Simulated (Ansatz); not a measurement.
**Mg2+ BF4- in dimethyl sulfoxide and 1,3-dioxolane, from a frame at 400 K (73 atoms): geometry optimisation**

Aim: bring Mg2+ BF4- in dimethyl sulfoxide and 1,3-dioxolane, from a frame at 400 K (73 atoms) to a nearby minimum of the energy and see what moves.

Method: Kohn-Sham DFT, PBE+D4, PAW (set soft_2), plane waves, in Ansatz 0.2.0.

**1. Starting point**

The cell holds 73 atoms: 11 C, 6 O, 30 H, 4 S, 4 B, 16 F and 2 Mg. Its edges and angles: a = 9.474 Å, b = 9.474 Å, c = 9.474 Å, α = 90.0°, β = 90.0°, γ = 90.0°. 4 dimethyl sulfoxide, 1 1,3-dioxolane, 2 Mg2+, 4 BF4- placed at random, at 1.53 g/cm³; overlaps pushed apart, then 10 ps at 550 K with stiff harmonic cages for PF6 and BF4 with UFF radii; divalent ions of Li, Roberts, Chakravorty and Merz (J. Chem. Theory Comput. 9, 2733 (2013)); MMFF94 bonds, angles, torsions, charges and radii (Halgren, J. Comput. Chem. 17, 490 (1996)) in harmonic and 12-6 forms; charges of ions scaled by 0.8. Snapshot after 30 ps at 400 K and fixed volume.

What the set-up can't give: The network of contacts between molecules at the start is that of the classical potential that made the cell. Only the Γ point is sampled, in a cell whose shortest periodic width is 9 Å.

**2. Single point at the start**

The forces at the start show how far the geometry lies from a minimum of this functional.

The input, input.yaml:

```yaml
crystal:
  lattice:
    - [9.47375, 0.0, 0.0]
    - [0.0, 9.47375, 0.0]
    - [0.0, 0.0, 9.47375]
  atoms:
    - { symbol: C, position: [0.11961, 0.61783, 0.52324] }
    - { symbol: C, position: [0.23285, 0.60421, 0.41256] }
    - { symbol: O, position: [0.15609, 0.52964, 0.30984] }
    - { symbol: C, position: [0.03186, 0.61303, 0.31013] }
    - { symbol: O, position: [0.00472, 0.67245, 0.44936] }
    - { symbol: H, position: [0.13875, 0.68596, 0.61063] }
    - { symbol: H, position: [0.07071, 0.51726, 0.56139] }
    - { symbol: H, position: [0.31551, 0.54055, 0.45997] }
    - { symbol: H, position: [0.28071, 0.70285, 0.36758] }
    - { symbol: H, position: [0.04164, 0.697, 0.22998] }
    - { symbol: H, position: [0.9465, 0.53788, 0.2903] }
    - { symbol: C, position: [0.75724, 0.79172, 0.11967] }
    - { symbol: S, position: [0.79812, 0.71075, 0.95016] }
    - { symbol: C, position: [0.8636, 0.86309, 0.86896] }
    - { symbol: O, position: [0.65876, 0.67216, 0.88703] }
    - { symbol: H, position: [0.70473, 0.71378, 0.18009] }
    - { symbol: H, position: [0.85611, 0.82298, 0.16458] }
    - { symbol: H, position: [0.68765, 0.88062, 0.09418] }
    - { symbol: H, position: [0.78776, 0.95118, 0.85978] }
    - { symbol: H, position: [0.96225, 0.89307, 0.91129] }
    - { symbol: H, position: [0.89316, 0.82658, 0.76238] }
    - { symbol: C, position: [0.04184, 0.05039, 0.51286] }
    - { symbol: S, position: [0.2106, 0.15027, 0.4816] }
    - { symbol: C, position: [0.20577, 0.22971, 0.65898] }
    - { symbol: O, position: [0.17416, 0.26754, 0.37791] }
    - { symbol: H, position: [0.05416, 0.97239, 0.59218] }
    - { symbol: H, position: [0.96118, 0.13281, 0.56005] }
    - { symbol: H, position: [0.00438, 0.99195, 0.42236] }
    - { symbol: H, position: [0.21347, 0.34157, 0.65614] }
    - { symbol: H, position: [0.10288, 0.21476, 0.7001] }
    - { symbol: H, position: [0.29108, 0.17488, 0.72733] }
    - { symbol: C, position: [0.57221, 0.17786, 0.61768] }
    - { symbol: S, position: [0.51656, 0.35893, 0.5968] }
    - { symbol: C, position: [0.69354, 0.41712, 0.53316] }
    - { symbol: O, position: [0.48705, 0.40954, 0.74329] }
    - { symbol: H, position: [0.52362, 0.1137, 0.53211] }
    - { symbol: H, position: [0.69274, 0.16789, 0.62555] }
    - { symbol: H, position: [0.54279, 0.13805, 0.725] }
    - { symbol: H, position: [0.67954, 0.53307, 0.51782] }
    - { symbol: H, position: [0.77855, 0.41096, 0.61887] }
    - { symbol: H, position: [0.73986, 0.36586, 0.43386] }
    - { symbol: C, position: [0.39385, 0.99221, 0.2038] }
    - { symbol: S, position: [0.34866, 0.06813, 0.03296] }
    - { symbol: C, position: [0.52799, 0.13282, 0.99964] }
    - { symbol: O, position: [0.2496, 0.19028, 0.06715] }
    - { symbol: H, position: [0.46752, 0.06934, 0.26674] }
    - { symbol: H, position: [0.29797, 0.96755, 0.25977] }
    - { symbol: H, position: [0.44647, 0.89504, 0.16019] }
    - { symbol: H, position: [0.514, 0.21504, 0.91851] }
    - { symbol: H, position: [0.57904, 0.17524, 0.09403] }
    - { symbol: H, position: [0.58553, 0.04897, 0.95038] }
    - { symbol: B, position: [0.44678, 0.80867, 0.64748] }
    - { symbol: F, position: [0.33608, 0.84599, 0.54996] }
    - { symbol: F, position: [0.45945, 0.66566, 0.6771] }
    - { symbol: F, position: [0.41078, 0.8503, 0.78786] }
    - { symbol: F, position: [0.58739, 0.84544, 0.59884] }
    - { symbol: B, position: [0.49999, 0.49135, 0.17995] }
    - { symbol: F, position: [0.59537, 0.50936, 0.28676] }
    - { symbol: F, position: [0.54513, 0.48542, 0.03801] }
    - { symbol: F, position: [0.39542, 0.59456, 0.14667] }
    - { symbol: F, position: [0.40659, 0.37203, 0.20744] }
    - { symbol: B, position: [0.88787, 0.25513, 0.11492] }
    - { symbol: F, position: [0.88682, 0.14606, 0.00276] }
    - { symbol: F, position: [0.80881, 0.3684, 0.06653] }
    - { symbol: F, position: [0.0282, 0.27807, 0.15228] }
    - { symbol: F, position: [0.81509, 0.20903, 0.23118] }
    - { symbol: B, position: [0.13573, 0.58137, 0.91501] }
    - { symbol: F, position: [0.12347, 0.71901, 0.95657] }
    - { symbol: F, position: [0.13171, 0.50276, 0.04283] }
    - { symbol: F, position: [0.28076, 0.56759, 0.87127] }
    - { symbol: F, position: [0.05656, 0.54574, 0.80308] }
    - { symbol: Mg, position: [0.49134, 0.57547, 0.85416] }
    - { symbol: Mg, position: [0.20859, 0.36163, 0.20369] }
kpoints:
  mp_grid: { grid: [1, 1, 1] }
hamiltonian:
  xc: pbe
  dispersion: d4
scf:
  occupations: { method: fixed }
output:
  forces: true
  stress: true
  populations: true
  dos:
    method: { smearing: { sigma: 0.15 } }
    de: 0.1
    projected: { site_lists: { B: [B], C: [C], F: [F], H: [H], Mg: [Mg] } }
  eigenvalues: true
```

Launch:

```
$ ansatz run input.yaml --threads 4 --pin off --max-ram 8192MiB --backend cpu --events-out ev --progress --plain --runs-dir out
```

Numbers of over 12 decimals in the logs are rounded to 6 here.

Output:

```text
Engine: ansatz 0.2.0, aarch64-unknown-linux-gnu
Pseudopotentials: kind: paw
Pseudopotential: C, paw, valence charge 4, recommended cutoff 420 eV (normal), C.paw.azcp
Pseudopotential: O, paw, valence charge 6, recommended cutoff 420 eV (normal), O.paw.azcp
Pseudopotential: H, paw, valence charge 1, recommended cutoff 420 eV (normal), H.paw.azcp
Pseudopotential: S, paw, valence charge 6, recommended cutoff 420 eV (normal), S.paw.azcp
Pseudopotential: B, paw, valence charge 3, recommended cutoff 420 eV (normal), B.paw.azcp
Pseudopotential: F, paw, valence charge 7, recommended cutoff 420 eV (normal), F.paw.azcp
Pseudopotential: Mg, paw, valence charge 10, recommended cutoff 420 eV (normal), Mg.paw.azcp
[... 5 lines on functional and potentials left out ...]
Crystal: 73 atoms, lattice volume = 850.287 Å³
Basis set: ecut = 420 eV, 16663 PW (Γ), exchange–correlation on 128×128×128 points (8 copies of the dense FFT grid, shifted against one another)
Bands: 212, of which v1, the nominal top of the filled ones, is band 139 counted from 1 (138 counted from 0)
Symmetry: 1 space group operations
Space group: P1 (ITA 1), of the structure as read, at distance tolerance 9.5e-5 Å
k-points: 1
[... 15 lines on functional and potentials left out ...]
Initial density: superposition of atomic densities (neutral atoms: chi_scale 0, normalization atom), corrected by the library's trained network
Initial wavefunctions: pseudopotential atomic-orbital guess
Functional: x = pbe(κ = 0.804, μ = 0.219515), c = pbe(β = 0.066725)
SCF iter   1: F=—  HF=-27676.721500 eV  |F-HF|=—  |Δ(HF+E_count)|=         —  Δρ=6.33e-3  dr2=4.94e-1  ethr=1.77e-3  ⟨swp⟩=5.0  Hψ=770  notcnv=0  defer=71
preconditioner: auto → Resta (q_TF=auto, 2.264 Å⁻¹)  ε∞=2.5  [insulator: Δε(μ)=4.773 eV  Ē_g=16.184 eV  n_scr=170 (ndim 8)  ℏωp=20.1 eV  f_vac=0.259  ε∞_Penn≈2.5]
SCF iter   2: F=—  HF=-27676.602029 eV  |F-HF|=—  |Δ(HF+E_count)|=   1.19e-1  Δρ=3.36e-3  dr2=9.41e-2  ethr=1.78e-4  ⟨swp⟩=3.0  Hψ=361  notcnv=0  defer=71
SCF iter   3: F=—  HF=-27676.585319 eV  |F-HF|=—  |Δ(HF+E_count)|=   1.67e-2  Δρ=1.42e-3  dr2=3.14e-2  ethr=3.39e-5  ⟨swp⟩=3.0  Hψ=261  notcnv=0  defer=71
SCF iter   4: F=—  HF=-27676.577572 eV  |F-HF|=—  |Δ(HF+E_count)|=   7.75e-3  Δρ=5.52e-4  dr2=3.66e-3  ethr=1.13e-5  ⟨swp⟩=2.0  Hψ=258  notcnv=0  defer=71
SCF iter   5: F=—  HF=-27676.576803 eV  |F-HF|=—  |Δ(HF+E_count)|=   7.69e-4  Δρ=2.81e-4  dr2=6.76e-4  ethr=1.32e-6  ⟨swp⟩=2.0  Hψ=377  notcnv=0  defer=71
SCF iter   6: F=—  HF=-27676.576723 eV  |F-HF|=—  |Δ(HF+E_count)|=   7.98e-5  Δρ=1.21e-4  dr2=1.11e-4  ethr=2.43e-7  ⟨swp⟩=2.0  Hψ=263  notcnv=0  defer=69
SCF iter   7: F=—  HF=-27676.576709 eV  |F-HF|=—  |Δ(HF+E_count)|=   1.47e-5  Δρ=3.42e-5  dr2=9.89e-6  ethr=3.98e-8  ⟨swp⟩=2.0  Hψ=263  notcnv=0  defer=69
SCF iter   8: F=—  HF=-27676.577783 eV  |F-HF|=—  |Δ(HF+E_count)|=   1.07e-3  Δρ=1.45e-5  dr2=1.56e-6  ethr=3.56e-9  ⟨swp⟩=2.0  Hψ=284  notcnv=0  defer=69
SCF iter   9: F=—  HF=-27676.577784 eV  |F-HF|=—  |Δ(HF+E_count)|=   1.91e-7  Δρ=6.35e-6  dr2=2.90e-7  ethr=5.62e-10  ⟨swp⟩=2.0  Hψ=263  notcnv=0  defer=69
SCF iter  10: F=-27676.577784 eV  HF=-27676.577784 eV  |F-HF|=9.04e-9  |Δ(HF+E_count)|=   1.95e-8  Δρ=1.93e-6  dr2=3.17e-8  ethr=3.60e-11  ⟨swp⟩=18.0  Hψ=1553  notcnv=0
SCF 1 converged in 10 iterations: F = -27676.577784 eV  dr2 = 3.17e-8
  greatest PAW one-centre occupation: 1.000 electrons in one spin orbital (limit 2), on the Mg atom at site 72 (counted from 0), in its partial waves of l = 0
SCF converged after 10 iterations
Free energy (F): -27676.577784 eV
Harris-Foulkes:  -27676.577784 eV  (|F-HF|=9.04e-9)
Internal energy: -27676.577784 eV  (E = F + TS)
E sigma→0 (E₀):  -27676.577784 eV
Fermi energy:    0.052269 eV
--- Per-component energies (eV) ---
  E_band       = -2909.897687
  E_kinetic    = 6577.414938
  E_local      = -31974.638028  (includes V_loc(G=0)·N_el)
  E_nonlocal   = 2162.714355
  E_hartree    = 12781.815361
  E_xc         = -3089.682336
  E_vxc        = -3776.361531  (∫ρ·V_xc dr)
  E_paw        = -8574.981026  (= ΣΔE_a)
  E_vpaw       = -1462.664453  (= ΣTr[D̂ρ^β])
  E_aug_tail   = 0.008011  (compensation charges beyond the density's cutoff)
  E_ewald      = -5554.997516
  E_disp       = -4.231542  (pairwise vdW)
  E_smearing   = -0.000000  (= −TS)
  E_closure    = 0.000000  (closes the sum)
  Σ components = -27676.577784   (vs F -27676.577784, Δ=0.00e0)
--- Forces (eV/Å), atoms counted from 1 ---
  atom   1  C     -0.55106050    -0.36298585     0.91033924
  atom   2  C      1.41652876    -0.04263307     1.63995600
  atom   3  O     -0.40703252     1.32401542     0.37774528
  atom   4  C     -2.26074098    -0.23857430    -0.67611836
  atom   5  O     -0.24690801     0.72620454    -2.58809971
  atom   6  H      0.52571670     0.45813967     0.71583195
  atom   7  H      1.55154976    -0.12810442     0.14290150
  atom   8  H      0.54423144    -0.39160269    -0.39756527
  atom   9  H     -0.60985966    -0.53900427     0.50421792
  atom  10  H     -0.08664604    -0.04520488     0.16993790
  atom  11  H     -0.30222363     0.17387073    -0.57200864
  atom  12  C     -0.37285194     0.35273917    -1.62010054
  atom  13  S      1.33609452    -0.58734452     1.63763409
  atom  14  C     -0.99181626     0.25090318    -2.23277122
[...]
atom  72  Mg    -0.97850195     0.14594420     0.89649675
  atom  73  Mg    -0.63584452    -0.62814223    -1.72090805
  max |Σ_I F_I| component: 1.27e-4 eV/Å
--- Stress (GPa, compression-positive) ---
        1.236172       0.100456       0.349868
        0.100457       3.555474      -0.551465
        0.349869      -0.551470       1.677679
  P = ⅓ Tr σ = 2.1564 GPa (21.564 kbar)
--- Band table (eV) ---
  k-point 0: bands = ["-73.6112", "-73.3605", "-40.4002", "-40.3888", [... 196 levels ...], "11.1959", "11.3044", "11.4583", "11.5721", "11.5819", "11.6782", "11.7272", "11.8026", "11.8247", "11.9498", "12.0051", "12.1573"]
--- Löwdin populations: 73 sites ---
  site symbol       q [e]
     0      C      4.0518
     1      C      4.0818
     2      O      6.3884
[...]
72     Mg      8.3546
  spilling = 0.011361 (of n_electrons = 278.000000)
```

Wall time 7.6 s (4 threads of Arm Neoverse V2, shared host); peak memory 0.91 GiB.

The column dr2 measures how far the density is from self-consistency, as an energy; F and HF (Harris–Foulkes) agree once it is small.

The run gave:

```yaml
free_energy: -27676.5778 eV
free_energy_per_atom: -379.1312 eV/atom
scf_cycles: 10
pressure: 2.156 GPa
r_m_s_force_component: 0.9379 eV/Å
longest_force: 2.863 eV/Å
fermi_energy: 0.05227 eV
spacing_of_highest_filled_and_lowest_empty_level: 4.328 eV
spilling_of_the_projection: 0.01136
```

The r.m.s. force component of 0.94 eV/Å and the pressure of 2.2 GPa set the starting point.

Neighbours are counted within 1.34 Å (H-C), 1.72 Å (F-B), 2.52 Å (F-Mg), 1.85 Å (C-C), 1.73 Å (C-O), 2.21 Å (C-S), 1.93 Å (O-S), 2.52 Å (O-Mg).

Length of the force by element and coordination:

| element | coordination | atoms | mean length of the force (eV/Å) | spread | least | most |
| --- | --- | --- | --- | --- | --- | --- |
| B | all | 4 | 2.17 | 0.479 | 1.44 | 2.67 |
| C | all | 11 | 1.97 | 0.434 | 1.12 | 2.54 |
| F | all | 16 | 1.70 | 0.596 | 0.641 | 2.86 |
| F | 1 | 10 | 1.63 | 0.395 | 1.21 | 2.63 |
| F | 2 | 6 | 1.81 | 0.817 | 0.641 | 2.86 |
| H | all | 30 | 1.04 | 0.551 | 0.0987 | 2.18 |
| Mg | all | 2 | 1.64 | 0.302 | 1.34 | 1.94 |
| Mg | 5 | 1 | 1.34 | 0 | 1.34 | 1.34 |
| Mg | 6 | 1 | 1.94 | 0 | 1.94 | 1.94 |
| O | all | 6 | 1.45 | 0.610 | 0.799 | 2.70 |
| O | 2 | 5 | 1.45 | 0.669 | 0.799 | 2.70 |
| O | 3 | 1 | 1.44 | 0 | 1.44 | 1.44 |
| S | all | 4 | 1.79 | 0.623 | 1.12 | 2.59 |

(Continued in part 2 of 3.)

[Logs are printed without paths, hosts, clocks, repeated set-up lines and the standing remarks that a program may print on its own settings, such as how far it seeks lower states.]

[Hosts, paths, dates, database ids (printed as entryN), source tags and the programs' standing remarks are cut or masked in the printed files.]

[The MMFF94 radii named for the starting cell were scaled by 0.96; in molecules described by MMFF94, hydrogen bound to N, O or S took a small fixed 12-6 site in their place.]
